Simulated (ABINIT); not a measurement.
An input for ABINIT 10.8.3 (LiH (Fm-3m)):

```
acell 3*1.0 Angstrom
rprim 
  0.000000000000 2.036750000000 2.036750000000
  2.036750000000 -0.000000000000 2.036750000000
  2.036750000000 2.036750000000 -0.000000000000
ntypat 2
znucl 3 1
natom 2
typat 1 2
xred 
  0.000000000000 0.000000000000 0.000000000000
  0.500000000000 0.500000000000 0.500000000000
pp_dirpath "pseudos"
pseudos "Li.upf, H.upf"
ecut 33
ngkpt 6 6 6
nshiftk 1
shiftk 0 0 0
kptopt 1
chksymbreak 0
istwfk *1
occopt 1
irdwfk 1
optdriver 4
nband 79
gwcalctyp 27
ecutsigx 33
symsigma 0
nkptgw 16
kptgw 
  0.0000000000 0.0000000000 0.0000000000
  0.1666666667 0.0000000000 0.0000000000
  0.3333333333 0.0000000000 0.0000000000
  0.5000000000 0.0000000000 0.0000000000
  0.1666666667 0.1666666667 0.0000000000
  0.3333333333 0.1666666667 0.0000000000
  0.5000000000 0.1666666667 0.0000000000
  -0.3333333333 0.1666666667 0.0000000000
  -0.1666666667 0.1666666667 0.0000000000
  0.3333333333 0.3333333333 0.0000000000
  0.5000000000 0.3333333333 0.0000000000
  -0.3333333333 0.3333333333 0.0000000000
  0.5000000000 0.5000000000 0.0000000000
  0.5000000000 0.3333333333 0.1666666667
  -0.3333333333 0.3333333333 0.1666666667
  -0.3333333333 0.5000000000 0.1666666667
bdgw 
  1 28
  1 28
  1 28
  1 28
  1 28
  1 28
  1 28
  1 28
  1 28
  1 28
  1 28
  1 28
  1 28
  1 28
  1 28
  1 28
ecuteps 8
irdscr 1
irdqps 1
rhoqpmix 0.3
indata_prefix "in"
outdata_prefix "out"
tmpdata_prefix "tmp"
```

The database entry behind the starting cell differs from later determinations by our own check (the deuteride, about 0.2 % short), so it need not match the best structure at ambient conditions.

```sh
OMP_NUM_THREADS=1 mpirun -n 4 abinit run.abi > log
```

Question: Estimate wall time and host memory on 4 MPI ranks of Arm Neoverse V1, shared host.

It took 3.3 min; on shared hardware allow 99 s to 6.6 min. Peak host memory was 1.2 GiB.

[Paths, hosts, dates, memory and timing lines, banners, echoed tables and standing remarks are left out of the program output.]

[Logs are printed without paths, hosts, clocks, repeated set-up lines and the standing remarks that a program may print on its own settings, such as how far it seeks lower states.]

[Runs of the session that timed out or met a known fault of the program may be left out.]

[Hosts, paths, dates, database ids (printed as entryN), source tags and the programs' standing remarks are cut or masked in the printed files.]

[G0W0 gaps are taken among the corrected bands and points alone; a level outside them can change the order at an edge.]

[Where Ansatz stands beside ABINIT at settings called matched, ABINIT's density can come from a denser mesh and the files from another edition; pairs whose starting gaps differed by over 0.03 eV were left out, so agreement reads better than it is.]
